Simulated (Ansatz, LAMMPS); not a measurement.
## Structural relaxation of amorphous polyacrylonitrile (as short chains C14N4H18), from a frame at 400 K (108 atoms)

Wanted: the relaxed structure of amorphous polyacrylonitrile (as short chains C14N4H18), from a frame at 400 K (108 atoms) and its electronic structure.

Method: Kohn-Sham DFT, PBE+D3(BJ), PAW (set soft_2), plane waves, in Ansatz 0.2.0.

**1. Starting point**

The cell holds 108 atoms: 42 C, 12 N and 54 H. Its edges and angles: a = 10.456 Å, b = 10.456 Å, c = 10.456 Å, α = 90.0°, β = 90.0°, γ = 90.0°. 3 polyacrylonitrile chains of 4 units with methyl end groups placed at random, at 1.06 g/cm³; overlaps pushed apart, then 20 ps at 800 K with MMFF94 bonds, angles, torsions, charges and radii (Halgren, J. Comput. Chem. 17, 490 (1996)) in harmonic and 12-6 forms. Snapshot after 30 ps at 400 K and fixed volume.

Limits known from the start: The network of contacts between molecules at the start is that of the classical potential that made the cell. The Brillouin zone is sampled at Γ only, in a cell whose shortest periodic width is 10 Å.

**2. The classical run that made the cell**

A classical potential supplies the starting structure, since it reaches far longer times than DFT.

This step: classical MD, MMFF94 bonds, angles, torsions, charges and radii (Halgren, J. Comput. Chem. 17, 490 (1996)) in harmonic and 12-6 forms; charges of ions scaled by 0.8 (LAMMPS 22 Jul 2025 - Update 4).

File in.lmp:

```
# amorphous polyacrylonitrile
units real
atom_style full
boundary p p p
bond_style harmonic
angle_style harmonic
dihedral_style opls
improper_style harmonic
special_bonds lj 0 0 0.5 coul 0 0 0.75
read_data data.lmp
neigh_modify delay 0 every 1 check yes one 4000
comm_modify cutoff 12.0
timestep 0.5
thermo_style custom step time temp pe press density
thermo_modify norm yes
# push overlapping molecules apart
pair_style soft 2.6
pair_coeff * * 0.0
variable a equal ramp(1,60)
fix ad all adapt 1 pair soft a * * v_a
velocity all create 800 652225 mom yes dist gaussian
fix lim all nve/limit 0.03
fix lan all langevin 800 800 50 652226 zero yes
thermo 1000
run 3000 post no
unfix ad
pair_style lj/cut/coul/long 9.0
pair_modify mix arithmetic tail yes
pair_coeff 1 1 0.0678 3.3680   # C
pair_coeff 2 2 0.0678 3.5530   # C
pair_coeff 3 3 0.0721 3.3270   # N
pair_coeff 4 4 0.0216 2.5400   # H
kspace_style pppm 1.0e-4
thermo 100
# [... 16 lines left out ...]
compute msd all msd com yes
thermo 7500
fix md all nvt temp 400 400 100
run 30000 post no
print "== T400: mean square displacement over the hold $(c_msd[4]:%.2f) A^2"
unfix md
uncompute msd
write_dump all custom T400.dump id type xs ys zs modify sort id
```

The run is started by

```sh
lmp -in in.lmp -log none -nocite
```

Numbers of over 12 decimals in the logs are rounded to 6 here.

The log of the run:

```text
LAMMPS (22 Jul 2025 - Update 4)
Reading data file ...
  orthogonal box = (0 0 0) to (10.45608 10.45608 10.45608)
  108 atoms
  orthogonal box = (0 0 0) to (10.45608 10.45608 10.45608)
  105 bonds
  192 angles
  243 dihedrals
   Step          Time           Temp          PotEng         Press         Density
         0   0              800            0.60562027    -10362.182      1.0559993
      1000   500            610.88595      2.4593844      10401.167      1.0559993
      2000   1000           617.65976      2.4841145      36101.075      1.0559993
      3000   1500           580.43189      2.1916858      21464.595      1.0559993
[... 37 lines left out ...]
[... 4 lines left out ...]
Loop time of 7.53566 s on 1 MPI rank(s) for 20000 steps with 108 atoms
   Step          Time           Temp          PotEng         Press         Density
[... 2 lines left out ...]
     52500   51500          415.79695      0.065059928    11334.069      1.0559993
     60000   59000          339.10772      0.084574263   -2451.2746      1.0559993
     67500   66500          372.96992      0.22939242     11724.419      1.0559993
     72000   71000          407.7116       0.33461588     19428.274      1.0559993
WARNING: Bond/angle/dihedral extent > half of periodic box length
Loop time of 10.9236 s on 1 MPI rank(s) for 30000 steps with 108 atoms
== T400: mean square displacement over the hold 0.54 A^2
```

Elapsed: 27 s, on 1 thread of Arm Neoverse V2, shared host; peak memory 0.12 GiB.

The input also reads data.lmp (atoms, bonds and types; not printed here).

**3. Single point at the start**

The forces at the start show how far the geometry lies from a minimum of this functional.

File input.yaml:

```yaml
crystal:
  lattice:
    - [10.45608, 0.0, 0.0]
    - [0.0, 10.45608, 0.0]
    - [0.0, 0.0, 10.45608]
  atoms:
    - { symbol: C, position: [0.91725, 0.04382, 0.21168] }
    - { symbol: C, position: [0.86652, 0.17398, 0.17376] }
    - { symbol: C, position: [0.85108, 0.25633, 0.29244] }
    - { symbol: C, position: [0.97858, 0.32112, 0.31686] }
    - { symbol: "N", position: [0.06962, 0.38151, 0.33819] }
    - { symbol: C, position: [0.74833, 0.35814, 0.26669] }
    - { symbol: C, position: [0.64892, 0.3952, 0.36354] }
    - { symbol: C, position: [0.70563, 0.44856, 0.47126] }
    - { symbol: "N", position: [0.74963, 0.47595, 0.57318] }
    - { symbol: C, position: [0.57413, 0.27997, 0.41259] }
    - { symbol: C, position: [0.44468, 0.27358, 0.35859] }
    - { symbol: C, position: [0.45999, 0.24814, 0.23066] }
    - { symbol: "N", position: [0.47925, 0.21613, 0.1249] }
    - { symbol: C, position: [0.36416, 0.17277, 0.42455] }
    - { symbol: C, position: [0.29636, 0.20983, 0.54663] }
    - { symbol: C, position: [0.37194, 0.22879, 0.65937] }
    - { symbol: "N", position: [0.44176, 0.24846, 0.73917] }
    - { symbol: C, position: [0.19105, 0.10136, 0.58205] }
    - { symbol: H, position: [0.00796, 0.01809, 0.16095] }
    - { symbol: H, position: [0.94975, 0.03619, 0.31367] }
    - { symbol: H, position: [0.84212, 0.96253, 0.18884] }
    - { symbol: H, position: [0.92352, 0.23231, 0.10044] }
    - { symbol: H, position: [0.76766, 0.15213, 0.14825] }
    - { symbol: H, position: [0.81162, 0.18449, 0.36903] }
    - { symbol: H, position: [0.80329, 0.44803, 0.24649] }
    - { symbol: H, position: [0.70594, 0.32253, 0.1774] }
    - { symbol: H, position: [0.57557, 0.47162, 0.32833] }
    - { symbol: H, position: [0.62612, 0.19289, 0.38521] }
    - { symbol: H, position: [0.5721, 0.2783, 0.51658] }
    - { symbol: H, position: [0.38975, 0.36174, 0.37608] }
    - { symbol: H, position: [0.43041, 0.08938, 0.44243] }
    - { symbol: H, position: [0.28927, 0.13935, 0.35958] }
    - { symbol: H, position: [0.25099, 0.29577, 0.52592] }
    - { symbol: H, position: [0.15859, 0.13765, 0.67167] }
    - { symbol: H, position: [0.21529, 0.00418, 0.59145] }
    - { symbol: H, position: [0.11432, 0.10493, 0.51197] }
    - { symbol: C, position: [0.70276, 0.40098, 0.87908] }
    - { symbol: C, position: [0.70667, 0.2657, 0.88399] }
    - { symbol: C, position: [0.77673, 0.20318, 0.77303] }
    - { symbol: C, position: [0.90355, 0.25546, 0.75088] }
    - { symbol: "N", position: [0.99794, 0.30295, 0.71336] }
    - { symbol: C, position: [0.78102, 0.06339, 0.78654] }
    - { symbol: C, position: [0.64978, 0.99382, 0.7794] }
    - { symbol: C, position: [0.60164, 0.98032, 0.65239] }
    - { symbol: "N", position: [0.57878, 0.97258, 0.54149] }
    - { symbol: C, position: [0.66665, 0.85912, 0.81917] }
    - { symbol: C, position: [0.5644, 0.82216, 0.92279] }
    - { symbol: C, position: [0.43507, 0.83499, 0.86826] }
    - { symbol: "N", position: [0.33893, 0.85076, 0.82014] }
    - { symbol: C, position: [0.57979, 0.89444, 0.04785] }
    - { symbol: C, position: [0.53068, 0.81994, 0.15749] }
    - { symbol: C, position: [0.61343, 0.71027, 0.19299] }
    - { symbol: "N", position: [0.69649, 0.64725, 0.22383] }
    - { symbol: C, position: [0.52229, 0.89712, 0.26706] }
    - { symbol: H, position: [0.62639, 0.42837, 0.81008] }
    - { symbol: H, position: [0.78686, 0.45134, 0.84] }
    - { symbol: H, position: [0.67811, 0.44064, 0.97222] }
    - { symbol: H, position: [0.61069, 0.22773, 0.89454] }
    - { symbol: H, position: [0.77304, 0.23579, 0.96306] }
    - { symbol: H, position: [0.72488, 0.22587, 0.69034] }
    - { symbol: H, position: [0.83378, 0.03903, 0.87924] }
    - { symbol: H, position: [0.83249, 0.03314, 0.70988] }
    - { symbol: H, position: [0.57524, 0.04403, 0.82837] }
    - { symbol: H, position: [0.76238, 0.84506, 0.85642] }
    - { symbol: H, position: [0.65098, 0.7855, 0.74621] }
    - { symbol: H, position: [0.57191, 0.71793, 0.93633] }
    - { symbol: H, position: [0.5136, 0.97529, 0.03714] }
    - { symbol: H, position: [0.67815, 0.93261, 0.05949] }
    - { symbol: H, position: [0.44141, 0.79321, 0.1254] }
    - { symbol: H, position: [0.61944, 0.94699, 0.2797] }
    - { symbol: H, position: [0.44421, 0.96588, 0.25274] }
    - { symbol: H, position: [0.50182, 0.83308, 0.35312] }
    - { symbol: C, position: [0.34674, 0.5455, 0.07214] }
    - { symbol: C, position: [0.36045, 0.46654, 0.95263] }
    - { symbol: C, position: [0.2316, 0.40203, 0.92428] }
    - { symbol: C, position: [0.1997, 0.29164, 0.01021] }
    - { symbol: "N", position: [0.17867, 0.21113, 0.08435] }
    - { symbol: C, position: [0.11838, 0.49602, 0.90145] }
    [... 24 atom lines left out ...]
    - { symbol: H, position: [0.20579, 0.737, 0.41967] }
    - { symbol: H, position: [0.17246, 0.58753, 0.40713] }
    - { symbol: H, position: [0.94628, 0.61788, 0.47375] }
    - { symbol: H, position: [0.88861, 0.74744, 0.27189] }
    - { symbol: H, position: [0.06086, 0.72745, 0.23616] }
    - { symbol: H, position: [0.94291, 0.58926, 0.26356] }
kpoints:
  mp_grid: { grid: [1, 1, 1] }
hamiltonian:
  xc: pbe
  dispersion: d3bj
scf:
  occupations: { method: fermi_dirac, width: 0.025 }
output:
  forces: true
  stress: true
  populations: true
  dos:
    method: { smearing: { sigma: 0.08 } }
    de: 0.1
    projected: { site_lists: { C: [C], H: [H], "N": ["N"] } }
  eigenvalues: true
```

The run is started by

```sh
ansatz run input.yaml --threads 4 --pin off --max-ram 8192MiB --backend cpu --events-out ev --progress --plain --runs-dir out
```

The log of the run:

```text
Engine: ansatz 0.2.0, aarch64-unknown-linux-gnu
Pseudopotentials: kind: paw
Pseudopotential: C, paw, valence charge 4, recommended cutoff 420 eV (normal), C.paw.azcp
Pseudopotential: N, paw, valence charge 5, recommended cutoff 420 eV (normal), N.paw.azcp
Pseudopotential: H, paw, valence charge 1, recommended cutoff 420 eV (normal), H.paw.azcp
Functional definition: PBE
  parameter kappa = 0.804
  parameter beta = 0.066725
  exchange = pbe_x(kappa = kappa, mu = beta*pi^2/3)
  correlation = pbe_c(beta = beta)
Crystal: 108 atoms, lattice volume = 1143.159 Å³
Basis set: ecut = 420 eV, 22335 PW (Γ), exchange–correlation on 144×144×144 points (8 copies of the dense FFT grid, shifted against one another)
Bands: 249, of which v1, the nominal top of the filled ones, is band 141 counted from 1 (140 counted from 0)
Symmetry: 1 space group operations
Space group: P1 (ITA 1), of the structure as read, at distance tolerance 1.0e-4 Å
k-points: 1
Non-local potential: C, projectors of the file, l = 0: 2, l = 1: 2, l = 2: 1
Non-local potential: N, projectors of the file, l = 0: 2, l = 1: 2, l = 2: 1
Non-local potential: H, projectors of the file, l = 0: 2, l = 1: 1
PAW form: soft (Blöchl's): semilocal exchange-correlation on the pseudo side does not see the compensation charge
PAW one-centre angular grid: C, 110 points (default); XC on 64 Gauss nodes
PAW one-centre angular grid: N, 110 points (default); XC on 64 Gauss nodes
PAW one-centre angular grid: H, 110 points (default); XC on 64 Gauss nodes
Initial density: superposition of atomic densities (neutral atoms: chi_scale 0, normalization atom), corrected by the library's trained network
Initial wavefunctions: pseudopotential atomic-orbital guess
Functional: x = pbe(κ = 0.804, μ = 0.219515), c = pbe(β = 0.066725)
SCF iter   1: F=—  HF=-16004.296721 eV  |F-HF|=—  |Δ(HF+E_count)|=         —  Δρ=5.49e-3  dr2=5.05e-1  ethr=1.77e-3  ⟨swp⟩=6.0  Hψ=1151  notcnv=0  defer=34
preconditioner: auto → Resta (q_TF=auto, 2.161 Å⁻¹)  ε∞=2.5  [insulator: Δε(μ)=5.907 eV  Ē_g=15.085 eV  σ=0.025 eV  W_gap=1.00  n_scr=178 (ndim 8)  ℏωp=18.4 eV  f_vac=0.213  D(μ)=0.00/eV (n_scr^D=0)  ε∞_Penn≈2.5]
SCF iter   2: F=—  HF=-16004.251507 eV  |F-HF|=—  |Δ(HF+E_count)|=   4.52e-2  Δρ=3.14e-3  dr2=1.27e-1  ethr=1.79e-4  ⟨swp⟩=2.0  Hψ=429  notcnv=0  defer=103
SCF iter   3: F=—  HF=-16004.243733 eV  |F-HF|=—  |Δ(HF+E_count)|=   7.77e-3  Δρ=1.53e-3  dr2=3.71e-2  ethr=4.52e-5  ⟨swp⟩=4.0  Hψ=290  notcnv=0  defer=103
SCF iter   4: F=—  HF=-16004.244015 eV  |F-HF|=—  |Δ(HF+E_count)|=   2.82e-4  Δρ=5.71e-4  dr2=7.01e-3  ethr=1.32e-5  ⟨swp⟩=3.0  Hψ=290  notcnv=0  defer=103
SCF iter   5: F=—  HF=-16004.244243 eV  |F-HF|=—  |Δ(HF+E_count)|=   2.28e-4  Δρ=2.88e-4  dr2=1.43e-3  ethr=2.49e-6  ⟨swp⟩=3.0  Hψ=289  notcnv=0  defer=103
SCF iter   6: F=—  HF=-16004.244121 eV  |F-HF|=—  |Δ(HF+E_count)|=   1.21e-4  Δρ=1.21e-4  dr2=2.29e-4  ethr=5.06e-7  ⟨swp⟩=2.0  Hψ=287  notcnv=0  defer=103
SCF iter   7: F=—  HF=-16004.244107 eV  |F-HF|=—  |Δ(HF+E_count)|=   1.48e-5  Δρ=3.59e-5  dr2=2.00e-5  ethr=8.11e-8  ⟨swp⟩=2.0  Hψ=276  notcnv=0  defer=103
SCF iter   8: F=—  HF=-16004.245116 eV  |F-HF|=—  |Δ(HF+E_count)|=   1.01e-3  Δρ=2.73e-5  dr2=1.07e-5  ethr=7.09e-9  ⟨swp⟩=2.0  Hψ=388  notcnv=0  defer=103
SCF iter   9: F=—  HF=-16004.245115 eV  |F-HF|=—  |Δ(HF+E_count)|=   1.37e-6  Δρ=5.51e-6  dr2=3.80e-7  ethr=3.79e-9  ⟨swp⟩=2.0  Hψ=285  notcnv=0  defer=103
SCF iter  10: F=-16004.245115 eV  HF=-16004.245115 eV  |F-HF|=3.41e-8  |Δ(HF+E_count)|=   1.03e-7  Δρ=2.54e-6  dr2=8.86e-8  ethr=3.55e-11  ⟨swp⟩=14.0  Hψ=1509  notcnv=0
SCF 1 converged in 10 iterations: F = -16004.245115 eV  dr2 = 8.86e-8
  greatest PAW one-centre occupation: 0.847 electrons in one spin orbital (limit 2), on the N atom at site 52 (counted from 0), in its partial waves of l = 0
SCF converged after 10 iterations
Free energy (F): -16004.245115 eV
Harris-Foulkes:  -16004.245115 eV  (|F-HF|=3.41e-8)
Internal energy: -16004.245115 eV  (E = F + TS)
E sigma→0 (E₀):  -16004.245115 eV
Fermi energy:    1.160272 eV
--- Per-component energies (eV) ---
  E_band       = -2071.980906
  E_kinetic    = 6118.739837
  E_local      = -18304.043935  (includes V_loc(G=0)·N_el)
  E_nonlocal   = 1820.479666
  E_hartree    = 6434.157277
  E_xc         = -3209.872816
  E_vxc        = -4017.319865  (∫ρ·V_xc dr)
  E_paw        = -5734.063815  (= ΣΔE_a)
  E_vpaw       = -558.077745  (= ΣTr[D̂ρ^β])
  E_aug_tail   = -0.072745  (compensation charges beyond the density's cutoff)
  E_ewald      = -3122.975973
  E_disp       = -6.592611  (pairwise vdW)
  E_smearing   = -0.000000  (= −TS)
  E_closure    = -0.000000  (closes the sum)
  Σ components = -16004.245115   (vs F -16004.245115, Δ=0.00e0)
--- Forces (eV/Å), atoms counted from 1 ---
  atom   1  C      1.02971785    -2.25045739    -0.50894710
  atom   2  C      0.17595417    -0.06265294     0.01293072
  atom   3  C      0.02565735    -0.27374679     1.46533025
  atom   4  C     -1.42306376    -0.69357780     1.08946538
  atom   5  N      0.01304503    -0.28959659    -0.20658555
  atom   6  C      1.39379057     1.52715341    -1.73058532
  atom   7  C     -1.76534328     0.21067129    -0.94438838
  atom   8  C      2.43752028     1.74094049     5.24172136
  atom   9  N     -0.99992160    -0.40862778    -3.02908205
  atom  10  C      1.28442185    -0.36936124     0.91898945
  atom  11  C     -1.92339447     0.85433114     2.38925541
  atom  12  C     -0.04825096    -1.03847189    -4.37099819
  atom  13  N     -0.04635917     0.38702894     0.99633088
  atom  14  C      0.88399249    -2.28543869    -0.07076825
[...]
atom 107  H     -1.08269564    -0.33677207     0.15803124
  atom 108  H      1.06585463     1.81470983     0.23305344
  max |Σ_I F_I| component: 1.92e-4 eV/Å
--- Stress (GPa, compression-positive) ---
        1.623274      -1.846743       0.792289
       -1.846744       4.147184       1.537020
        0.792289       1.537021       5.436524
  P = ⅓ Tr σ = 3.7357 GPa (37.357 kbar)
--- Band table (eV) ---
  k-point 0: bands = ["-18.0760", "-17.9404", "-17.8309", "-17.7988", [... 233 levels ...], "10.4958", "10.5848", "10.6148", "10.6608", "10.7510", "10.7928", "10.8388", "10.8896", "10.9330", "11.0076", "11.0509", "11.1454"]
--- Löwdin populations: 108 sites ---
  site symbol       q [e]
     0      C      4.4325
     1      C      4.2362
     2      C      4.1017
[...]
107      H      0.8285
  spilling = 0.012499 (of n_electrons = 282.000000)
```

The job ended after 8.7 s (4 threads of Arm Neoverse V2, shared host; peak memory 1.1 GiB).

In the SCF lines HF is the Harris–Foulkes energy and dr2 the Hartree energy of the density residual, in eV; the loop may stop once dr2 is under the threshold and the program's other checks hold. Hψ counts applications of the Hamiltonian.

Numbers from this run:

| Property | Result |
| --- | --- |
| free energy | -16004.2451 eV |
| free energy per atom | -148.1875 eV/atom |
| SCF cycles | 10 |
| pressure | 3.736 GPa |
| r.m.s. force component | 1.222 eV/Å |
| longest force | 6.037 eV/Å |
| Fermi energy | 1.16 eV |
| gap (highest filled to lowest empty level) | 5.788 eV |
| spilling of the projection | 0.0125 |

The r.m.s. force component of 1.2 eV/Å and the pressure of 3.7 GPa set the starting point.

Neighbours are counted within 1.34 Å (H-C), 1.85 Å (C-C), 1.62 Å (C-N).

Length of the force by element and coordination:

```tsv
element	coordination	atoms	mean length of the force (eV/Å)	spread	least	most
C	all	42	2.48	1.18	0.187	6.04
C	2	12	2.86	1.52	1.01	6.04
C	4	30	2.33	0.970	0.187	4.63
H	all	54	1.17	0.769	0.104	3.44
N	all	12	1.84	1.31	0.315	4.32
```

[end of part 1 of 3]

[Logs are printed without paths, hosts, clocks, repeated set-up lines and the standing remarks that a program may print on its own settings, such as how far it seeks lower states.]

[Hosts, paths, dates, database ids (printed as entryN), source tags and the programs' standing remarks are cut or masked in the printed files.]

[The MMFF94 radii named for the starting cell were scaled by 0.96; in molecules described by MMFF94, hydrogen bound to N, O or S took a small fixed 12-6 site in their place.]
